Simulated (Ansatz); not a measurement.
# AgF (model cell, started as NiAs type): a soft mode frozen in, part 2 of 2

Aim: this structure of AgF (model cell, started as NiAs type) is to be tested for unstable modes, and one is followed downhill.

Ansatz 0.2.0; DFT PBEsol, scalar-relativistic, plane waves, PAW.

So far, highest frequency on the path or at a solved wavevector (cm⁻¹): step 2 (the dispersion) 314. Also lowest frequency on the path (cm⁻¹): step 2 -37.3.

The structure was built from a prototype and need not be the compound's stable phase.

### Step 4. The mode frozen in, largest atomic shift 0.22 Å

The atoms are moved along the unstable eigenvector, the largest shift by 0.22 Å, with the cell fixed.

input.yaml reads:

```yaml
crystal:
  lattice:
    - [4.5570966216, 2.6310461171, 0.0]
    - [-4.4651e-06, 5.2620845003, 0.0]
    - [0.0, 0.0, 6.8619586866]
  atoms:
    - { symbol: Ag, position: [0.3333327696, 0.3498296884, -1.036e-07] }
    - { symbol: Ag, position: [0.6831626949, 0.6501705619, 2.073e-07] }
    - { symbol: Ag, position: [-0.0164960629, 0.9999997496, -1.036e-07] }
    - { symbol: Ag, position: [0.3333338971, 0.3168369782, 0.4999998964] }
    - { symbol: Ag, position: [0.6501706385, 0.6831627714, 0.5000002073] }
    - { symbol: Ag, position: [0.0164960629, 1.0000002504, 0.4999998964] }
    - { symbol: F, position: [1.0, 0.3333333333, 0.2499999311] }
    - { symbol: F, position: [0.3333333333, 0.6666666667, 0.2499999229] }
    - { symbol: F, position: [0.6666666667, 0.0, 0.250000146] }
    - { symbol: F, position: [0.3333333333, 0.0, 0.7820608168] }
    - { symbol: F, position: [0.6666666667, 0.3333333333, 0.73396995] }
    - { symbol: F, position: [1.0, 0.6666666667, 0.7339703963] }
kpoints:
  mp_grid: { grid: [9, 9, 6] }
hamiltonian:
  xc: pbesol
scf:
  occupations: { method: methfessel_paxton, width: 0.2 }
output:
  forces: true
  stress: true
  eigenvalues: true
```

On the command line:

```console
$ ansatz run input.yaml --threads 4 --pin off --max-ram 7168MiB --backend cpu --events-out ev --progress --plain --runs-dir out
```

Numbers of over 12 decimals in the logs are rounded to 6 here.

The program printed:

```text
[...]
k-point 0: bands = [... 74 lower, 9.6886, 9.8560, 9.8694, 9.9371, 9.9371, 14.1772, 15.7667, 17.9436, ... 12 higher]
  k-point 1: bands = [... 74 lower, 9.8677, 9.9938, 10.0428, 10.0428, 10.0588, 13.5204, 16.4763, 17.9384, ... 12 higher]
  k-point 2: bands = [... 74 lower, 10.1034, 10.1735, 10.2051, 10.2051, 10.6246, 12.4831, 17.5314, 17.8714, ... 12 higher]
  k-point 61: bands = [... 74 lower, 9.7784, 9.9573, 9.9887, 9.9887, 12.9229, 12.9921, 12.9921, 14.6641, ... 12 higher]
[key lines of the parts left out:]
SCF converged after 9 iterations
Free energy (F): -49929.446447 eV
Fermi energy:    10.292251 eV
P = ⅓ Tr σ = 0.2772 GPa (2.772 kbar)
```

Elapsed: 13 s, on 4 threads of Intel Xeon 6975P-C (Granite Rapids), shared host; peak memory 1 GiB; 50 s of CPU time.

This step gave:

| Quantity | Value |
| --- | --- |
| pressure | 0.2772 GPa |
| energy from the undistorted cell | -0.837 meV/atom |

The energy, extrapolated to zero smearing, is -0.84 meV/atom against the undistorted cell.

The run ends at a pressure of 0.28 GPa, with forces up to 0.072 eV/Å.

### Step 5. Energy along the mode, all amplitudes (two of the runs are shown above)

An imaginary frequency means negative curvature, so the energy should fall and then rise again as anharmonic terms take over.

This step gave:

| Quantity | Value |
| --- | --- |
| depth at the lowest point sampled | 0.837 meV/atom |
| largest atomic shift at that point | 0.22 Å |

Table of energy from the parent by largest atomic shift:

| largest atomic shift (Å) | energy from the parent (meV/atom) |
| --- | --- |
| 0.000 | 0 |
| 0.040 | -0.042 |
| 0.080 | -0.161 |
| 0.140 | -0.445 |
| 0.220 | -0.837 |
| 0.320 | -0.708 |
| 0.450 | 2.57 |
| 0.600 | 15.3 |

Displacement at unit largest shift by atom:

| atom | x (Å) | y (Å) | z (Å) | size |
| --- | --- | --- | --- | --- |
| Ag1 | 0.00 | 0.40 | 0.00 | 0.40 |
| Ag2 | 0.34 | -0.20 | 0.00 | 0.39 |
| Ag3 | -0.34 | -0.20 | 0.00 | 0.39 |
| Ag4 | 0.00 | -0.40 | 0.00 | 0.40 |
| Ag5 | -0.34 | 0.20 | 0.00 | 0.39 |
| Ag6 | 0.34 | 0.20 | 0.00 | 0.39 |
| F7 | 0.00 | 0.00 | 0.00 | 0.00 |
| F8 | 0.00 | 0.00 | 0.00 | 0.00 |
| F9 | 0.00 | 0.00 | 0.00 | 0.00 |
| F10 | 0.00 | 0.00 | 1.00 | 1.00 |
| F11 | 0.00 | 0.00 | -0.50 | 0.50 |
| F12 | 0.00 | 0.00 | -0.50 | 0.50 |

The lowest of the steps tried is at 0.22 Å, 0.837 meV/atom below the parent; the bottom of the well need not coincide with a step.

### Step 6. Relaxation from the frozen mode

Starting from the lowest point found, all atoms and the cell are let go, so that strain and other modes of the same symmetry can join in.

input.yaml, as its differences from that of step 4:

```diff
@@ -28 +28,6 @@
   eigenvalues: true
+relax:
+  adjacent_minimum: "off"
+  f_tol: 0.002
+  max_steps: 120
+  cell: { stress_tol: 0.03 }
```

The program printed:

```text
[...]
Crystal: 12 atoms, lattice volume = 164.549 Å³
Basis set: ecut = 420 eV, 3221 PW (Γ), exchange–correlation on 72×72×96 points (8 copies of the dense FFT grid, shifted against one another)
Bands: 94, of which v1, the nominal top of the filled ones, is band 78 counted from 1 (77 counted from 0)
Symmetry: 6 space group operations
[...]
k-points: 62 of 486 (time reversal used)
[...]
SCF iter   1: F=—  HF=-49929.541852 eV  |F-HF|=—  |Δ(HF+E_count)|=         —  Δρ=1.76e-2  dr2=3.56e-1  ethr=1.77e-3  ⟨swp⟩=4.9  Hψ=17768  notcnv=0  defer=80
[...]
SCF iter   9: F=-49929.446447 eV  HF=-49929.446447 eV  |F-HF|=1.91e-8  |Δ(HF+E_count)|=   2.65e-8  S|Δr|=    0.00e0  Δρ=3.09e-6  dr2=2.27e-8  ethr=6.41e-11  ⟨swp⟩=3.9  Hψ=15942  notcnv=0
SCF 1 converged in 9 iterations: F = -49929.446447 eV  dr2 = 2.27e-8
[...]
relax step   1: F+E_penalty+E_count = -49929.44644665 eV  Δ(F+E_penalty+E_count) = +0.000e0 eV  max|allowed force component| = 7.105e-2 eV/Å  Δτ_max = 0.0000 Å  P = +0.277 GPa  Ω = 164.549 Å³  (9 SCF iters, dr2 threshold 1.00e-7 eV, accepted)
Crystal: 12 atoms, lattice volume = 165.518 Å³
[...]
SCF iter   6: F=-49929.448616 eV  HF=-49929.448617 eV  |F-HF|=2.72e-7  |Δ(HF+E_count)|=   1.15e-6  S|Δr|=    0.00e0  Δρ=2.15e-5  dr2=4.76e-7  ethr=3.10e-10  ⟨swp⟩=3.1  Hψ=21173  notcnv=0
SCF 2 converged in 6 iterations: F = -49929.448616 eV  dr2 = 4.76e-7
relax step   2: F+E_penalty+E_count = -49929.44861632 eV  Δ(F+E_penalty+E_count) = -2.170e-3 eV  max|allowed force component| = 4.298e-2 eV/Å  Δτ_max = 0.0128 Å  P = -0.060 GPa  Ω = 165.518 Å³  energy of the carried Pulay correction = -3.126e-3 eV  (6 SCF iters, dr2 threshold 4.83e-7 eV, accepted)
Crystal: 12 atoms, lattice volume = 166.033 Å³
Basis set: ecut = 420 eV, 3233 PW (Γ), exchange–correlation on 72×72×96 points (8 copies of the dense FFT grid, shifted against one another)
[...]
SCF iter   8: F=-49929.451330 eV  HF=-49929.451330 eV  |F-HF|=2.70e-8  |Δ(HF+E_count)|=   4.92e-8  S|Δr|=    0.00e0  Δρ=2.93e-6  dr2=2.93e-8  ethr=8.70e-11  ⟨swp⟩=3.5  Hψ=15903  notcnv=0
SCF 3 converged in 8 iterations: F = -49929.451330 eV  dr2 = 2.93e-8
relax step   3: F+E_penalty+E_count = -49929.45133006 eV  Δ(F+E_penalty+E_count) = -2.714e-3 eV  max|allowed force component| = 6.808e-2 eV/Å  Δτ_max = 0.0279 Å  P = -0.029 GPa  Ω = 166.033 Å³  energy of the carried Pulay correction = -4.779e-3 eV  (8 SCF iters, dr2 threshold 1.36e-7 eV, accepted)
[... from here on, the SCF cycles and remarks between the steps are left out ...]
relax step   4: F+E_penalty+E_count = -49929.45330145 eV  Δ(F+E_penalty+E_count) = -1.971e-3 eV  max|allowed force component| = 1.143e-1 eV/Å  Δτ_max = 0.0959 Å  P = -0.331 GPa  Ω = 167.693 Å³  energy of the carried Pulay correction = -1.007e-2 eV  (8 SCF iters, dr2 threshold 2.90e-7 eV, accepted)
relax step   5: F+E_penalty+E_count = -49929.46375329 eV  Δ(F+E_penalty+E_count) = -1.045e-2 eV  max|allowed force component| = 3.088e-2 eV/Å  Δτ_max = 0.0845 Å  P = +0.038 GPa  Ω = 167.463 Å³  energy of the carried Pulay correction = -9.342e-3 eV  (8 SCF iters, dr2 threshold 8.16e-7 eV, accepted)
relax step   6: F+E_penalty+E_count = -49929.46307844 eV  Δ(F+E_penalty+E_count) = +6.748e-4 eV  max|allowed force component| = 1.523e-2 eV/Å  Δτ_max = 0.0277 Å  P = -0.009 GPa  Ω = 167.758 Å³  energy of the carried Pulay correction = -1.028e-2 eV  (8 SCF iters, dr2 threshold 5.96e-8 eV, accepted)
relax step   7: F+E_penalty+E_count = -49929.46323642 eV  Δ(F+E_penalty+E_count) = -1.580e-4 eV  max|allowed force component| = 7.953e-4 eV/Å  Δτ_max = 0.0056 Å  P = -0.002 GPa  Ω = 167.739 Å³  energy of the carried Pulay correction = -1.022e-2 eV  (8 SCF iters, dr2 threshold 1.45e-8 eV, accepted)
relax step   8: F+E_penalty+E_count = -49929.48059142 eV  Δ(F+E_penalty+E_count) = -1.735e-2 eV  max|allowed force component| = 1.843e-3 eV/Å  Δτ_max = 0.0000 Å  P = +0.175 GPa  Ω = 167.739 Å³  stress off target by 2.96e-1 GPa  SCF on the basis re-selected at this cell (its energy is not comparable with the rows above)  (8 SCF iters)
relax step   9: F+E_penalty+E_count = -49929.48018460 eV  Δ(F+E_penalty+E_count) = +4.068e-4 eV  max|allowed force component| = 4.042e-3 eV/Å  Δτ_max = 0.0210 Å  P = +0.071 GPa  Ω = 168.531 Å³  energy of the carried Pulay correction = -2.975e-3 eV  (7 SCF iters, dr2 threshold 2.20e-7 eV, accepted)
relax step  10: F+E_penalty+E_count = -49929.47903604 eV  Δ(F+E_penalty+E_count) = +1.149e-3 eV  max|allowed force component| = 9.970e-4 eV/Å  Δτ_max = 0.0097 Å  P = -0.013 GPa  Ω = 168.897 Å³  energy of the carried Pulay correction = -4.325e-3 eV  (8 SCF iters, dr2 threshold 2.09e-8 eV, accepted)
relax step  11: F+E_penalty+E_count = -49929.48413937 eV  Δ(F+E_penalty+E_count) = -5.103e-3 eV  max|allowed force component| = 1.078e-3 eV/Å  Δτ_max = 0.0000 Å  P = +0.007 GPa  Ω = 168.897 Å³  stress off target by 7.29e-2 GPa  SCF on the basis re-selected at this cell (its energy is not comparable with the rows above)  (8 SCF iters)
relax step  12: F+E_penalty+E_count = -49929.48356530 eV  Δ(F+E_penalty+E_count) = +5.741e-4 eV  max|allowed force component| = 1.248e-3 eV/Å  Δτ_max = 0.0063 Å  P = -0.004 GPa  Ω = 169.111 Å³  energy of the carried Pulay correction = -8.059e-4 eV  (8 SCF iters, dr2 threshold 1.33e-8 eV, accepted)
relax step  13: F+E_penalty+E_count = -49929.48344164 eV  Δ(F+E_penalty+E_count) = +1.237e-4 eV  max|allowed force component| = 1.237e-3 eV/Å  Δτ_max = 0.0021 Å  P = +0.003 GPa  Ω = 169.144 Å³  energy of the carried Pulay correction = -9.377e-4 eV  (10 SCF iters, accepted)
[...]
SCF iter   6: F=-49929.484495 eV  HF=-49929.484495 eV  |F-HF|=2.18e-11  |Δ(HF+E_count)|=    0.00e0  S|Δr|=    0.00e0  Δρ=9.32e-8  dr2=1.51e-11  ethr=1.00e-12  ⟨swp⟩=5.0  Hψ=17742  notcnv=0
SCF 14 converged in 6 iterations: F = -49929.484495 eV  dr2 = 1.51e-11
[...]
relax step  14: F+E_penalty+E_count = -49929.48449476 eV  Δ(F+E_penalty+E_count) = -1.053e-3 eV  max|allowed force component| = 1.209e-3 eV/Å  Δτ_max = 0.0000 Å  P = +0.007 GPa  Ω = 169.144 Å³  stress off target by 1.95e-2 GPa  SCF on the basis re-selected at this cell (its energy is not comparable with the rows above)  (6 SCF iters)
[...]
SCF converged after 6 iterations
[...]
Free energy (F): -49929.484495 eV
[...]
Internal energy: -49929.505514 eV  (E = F + TS)
E sigma→0 (E₀):  -49929.489749 eV
Entropy (-TS):   0.021019 eV (1.752 meV/atom)
Fermi energy:    9.908565 eV
[...]
--- Forces (eV/Å), atoms counted from 1 ---
  atom   1  Ag    -0.00000000     0.00030324     0.00045214
  atom   2  Ag     0.00026262    -0.00015162     0.00045214
  atom   3  Ag    -0.00026262    -0.00015162     0.00045214
  atom   4  Ag    -0.00000000     0.00120908    -0.00023025
  atom   5  Ag     0.00104709    -0.00060454    -0.00023025
  atom   6  Ag    -0.00104709    -0.00060454    -0.00023025
  atom   7  F     -0.00001784     0.00001030    -0.00009541
  atom   8  F      0.00000000    -0.00002060    -0.00009541
  atom   9  F      0.00001784     0.00001030    -0.00009541
  atom  10  F     -0.00000000    -0.00000000    -0.00015632
  atom  11  F      0.00000000     0.00000000    -0.00011133
  atom  12  F     -0.00000000    -0.00000000    -0.00011133
  max |Σ_I F_I| component: 4.79e-7 eV/Å
--- Stress (GPa, compression-positive) ---
        0.019491      -0.000000      -0.000000
       -0.000000       0.019491       0.000000
       -0.000000       0.000000      -0.018996
  P = ⅓ Tr σ = 0.0067 GPa (0.067 kbar)
--- Band table (eV; the first three rows and the last of 62) ---
  k-point 0: bands = [... 74 lower, 9.2215, 9.4254, 9.4748, 9.6708, 9.6708, 13.9035, 15.1079, 16.7534, ... 12 higher]
  k-point 1: bands = [... 74 lower, 9.2236, 9.5913, 9.6426, 9.7462, 9.7462, 13.1622, 15.8423, 16.7313, ... 12 higher]
  k-point 2: bands = [... 74 lower, 9.4568, 9.7546, 9.8737, 9.8737, 10.2253, 12.0934, 16.6071, 16.6858, ... 12 higher]
  k-point 61: bands = [... 74 lower, 9.2312, 9.6128, 9.6557, 9.6557, 12.4061, 12.5593, 12.5593, 14.6433, ... 12 higher]
--- Relaxed structure (11 steps of the walk, 11 accepted, 3 SCFs on fresh bases) ---
  F+E_penalty+E_count = -49929.48449476 eV   max|allowed force component| = 1.209e-3 eV/Å   (the final SCF, on the basis selected at the relaxed cell)
  cell:  # Å, volume = 169.1437 Å³
    - [4.697005, 2.711822, 2.8647811237248313e-19]
    - [-4.602219463905654e-6, 5.423637, 2.8647839306948264e-19]
    - [2.1568504648528123e-19, 3.7357892310368634e-19, 6.639632]
  atoms:
    - { symbol: Ag, position: [0.333333, 0.372596, -0.00133148] }
    - { symbol: Ag, position: [0.705929, 0.627404, -0.00133148] }
    - { symbol: Ag, position: [-0.039262, 1.000000, -0.00133148] }
    - { symbol: Ag, position: [0.333333, 0.303322, 0.499393] }
    - { symbol: Ag, position: [0.636655, 0.696678, 0.499393] }
    - { symbol: Ag, position: [0.030011, 1.000000, 0.499393] }
    - { symbol: F, position: [0.999144, 0.334189, 0.250499] }
    - { symbol: F, position: [0.333333, 0.665811, 0.250499] }
    - { symbol: F, position: [0.667522, 5.5499648329916066e-17, 0.250499] }
    - { symbol: F, position: [0.333333, 2.771779824652087e-17, 0.822680] }
    - { symbol: F, position: [0.666667, 0.333333, 0.715819] }
    - { symbol: F, position: [1.000000, 0.666667, 0.715819] }
```

Wall time 3.6 min (4 threads); peak memory 1.2 GiB.

Relaxation path:

| step | energy less that of the first step (eV) | largest force component (eV/Å) | pressure (GPa) | volume (Å³) |
| --- | --- | --- | --- | --- |
| 1 | 0.0000 | 0.0710 | 0.28 | 164.55 |
| 2 | -0.0022 | 0.0430 | -0.06 | 165.52 |
| 3 | -0.0049 | 0.0681 | -0.03 | 166.03 |
| 4 | -0.0069 | 0.1143 | -0.33 | 167.69 |
| 5 | -0.0173 | 0.0309 | 0.04 | 167.46 |
| 6 | -0.0166 | 0.0152 | -0.01 | 167.76 |
| 7 | -0.0168 | 0.0008 | 0.00 | 167.74 |
| 8* | -0.0341 | 0.0018 | 0.18 | 167.74 |
| 9 | -0.0337 | 0.0040 | 0.07 | 168.53 |
| 10 | -0.0326 | 0.0010 | -0.01 | 168.90 |
| 11* | -0.0377 | 0.0011 | 0.01 | 168.90 |
| 12 | -0.0371 | 0.0012 | 0.00 | 169.11 |
| 13 | -0.0370 | 0.0012 | 0.00 | 169.14 |
| 14* | -0.0380 | 0.0012 | 0.01 | 169.14 |

Relaxation steps marked * repeat the geometry before them on a plane-wave basis chosen anew for their cell, so energy and pressure can jump there.

Forces are held to the 6 operations that the run works with; a distortion that breaks them can't arise in this run.

| conventional cell, symmetrised | before | after | change |
| --- | --- | --- | --- |
| a (Å) | 5.262 | 5.424 | +3.1 % |
| b (Å) | 5.262 | 5.424 | +3.1 % |
| c (Å) | 6.862 | 6.640 | -3.2 % |
| volume (Å³/atom) | 13.71 | 14.10 | +2.8 % |

The atoms that moved most (Å, as changes of fractional coordinates times the final cell):

| atom | dx | dy | dz | length |
| --- | --- | --- | --- | --- |
| F10 | 0.000 | 0.000 | 0.270 | 0.270 |
| Ag2 | 0.107 | -0.062 | -0.009 | 0.124 |
| Ag1 | 0.000 | 0.123 | -0.009 | 0.124 |
| Ag3 | -0.107 | -0.062 | -0.009 | 0.124 |
| F12 | 0.000 | 0.000 | -0.121 | 0.121 |
| F11 | 0.000 | 0.000 | -0.121 | 0.121 |
| Ag5 | -0.063 | 0.037 | -0.004 | 0.073 |
| Ag4 | 0.000 | -0.073 | -0.004 | 0.073 |

Final coordinates:

```xyz
12
Lattice="4.6970 2.7118 0.0000 0.0000 5.4236 0.0000 0.0000 0.0000 6.6396" Properties=species:S:1:pos:R:3 pbc="T T T"
Ag    1.5657    2.9248   -0.0088
Ag    3.3157    5.3172   -0.0088
Ag   -0.1844    5.3172   -0.0088
Ag    1.5657    2.5490    3.3158
Ag    2.9904    5.5050    3.3158
Ag    0.1410    5.5050    3.3158
F     4.6930    4.5220    1.6632
F     1.5657    4.5151    1.6632
F     3.1354    1.8102    1.6632
F     1.5657    0.9039    5.4623
F     3.1313    3.6158    4.7528
F     4.6970    6.3276    4.7528
```

Numbers from this step:

| Property | Result |
| --- | --- |
| pressure | 0.006662 GPa |
| volume per atom | 14.10 Å³ |

The distorted start has space group P31m; the relaxation ends in P31m.

### Step 7. Outcome

| Quantity | Value |
| --- | --- |
| unstable mode of the parent | q = (0.333, 0.333, 0), 36i cm⁻¹ |
| depth at the lowest point sampled | 0.837 meV/atom |
| largest atomic shift at that point | 0.22 Å |
| space group reached (within 0.01 Å) | P31m |
| energy gained over the parent (first relaxation, on the mesh of the frozen mode) | 3.99 meV/atom |
| volume per atom, phase reached | 14.1 Å³ |

Along this mode the structure falls into P31m, 3.99 meV/atom below the parent. At the parent's cell the well is 0.837 meV/atom deep on the steps tried, with its lowest point at a shift of 0.22 Å. Relaxing atoms and cell changes the gain by +3.15 meV/atom against the lowest step (energies at zero smearing). Most of the total comes from this relaxation. The modes of the phase reached were not computed on this path. How so shallow a well moves with the k mesh was not tested. Of the 4 patterns followed to their end from this parent, this one ends 5.64 meV/atom above the lowest, Cmcm. Another end point lies within 1 meV/atom; how such a difference moves with mesh and cutoff was not tested. Each path keeps the symmetry of its pattern, so a lower phase may lie along a pattern not tried. With no gap, or one that is small against the smearing, the frequencies hang on the k mesh and the smearing, most of all near Kohn anomalies. A semilocal functional can close a gap that the real compound would have, so the metallic treatment may be an artefact of the level. The starting cell was built on a prototype and not taken from a measurement, so the phase need not exist.

[Logs are printed without paths, hosts, clocks, repeated set-up lines and the standing remarks that a program may print on its own settings, such as how far it seeks lower states.]

[Hosts, paths, dates, database ids (printed as entryN), source tags and the programs' standing remarks are cut or masked in the printed files.]
